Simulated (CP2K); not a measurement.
The C K edge of fluorobenzene was computed by TDDFT (CP2K XAS_TDP, aug-cc-pVDZ, TDA) at these levels: PBE0, PBEh(45%) and PBEh(45%) + GW2X. The first three lines of C2 (bonded to 2 C and F) with a strength over 0.0015, energy in eV and strength:

| run | first | second | third |
| --- | --- | --- | --- |
| 1 | 283.59 (0.061) | 286.15 (0.047) | 287.94 (0.002) |
| 2 | 289.39 (0.060) | 291.95 (0.046) | 293.74 (0.002) |
| 3 | 278.09 (0.047) | 280.13 (0.003) | 280.29 (0.017) |

Q: Which run is which?

Run 1: PBEh(45%) (45 % exact exchange). Run 2: PBEh(45%) + GW2X (45 % exact exchange). Run 3: PBE0 (25 % exact exchange). Self-interaction lifts the core level, so the uncorrected lines rise with the share of exact exchange. The GW2X run keeps the spacings of its parent: 2.56 eV between the first two lines in run 2, 2.56 eV in run 1. Its shift is +5.80 eV, since the Kohn–Sham level at this share of exchange lies that far above the quasiparticle level.

[Hosts, paths, dates, database ids (printed as entryN), source tags and the programs' standing remarks are cut or masked in the printed files.]
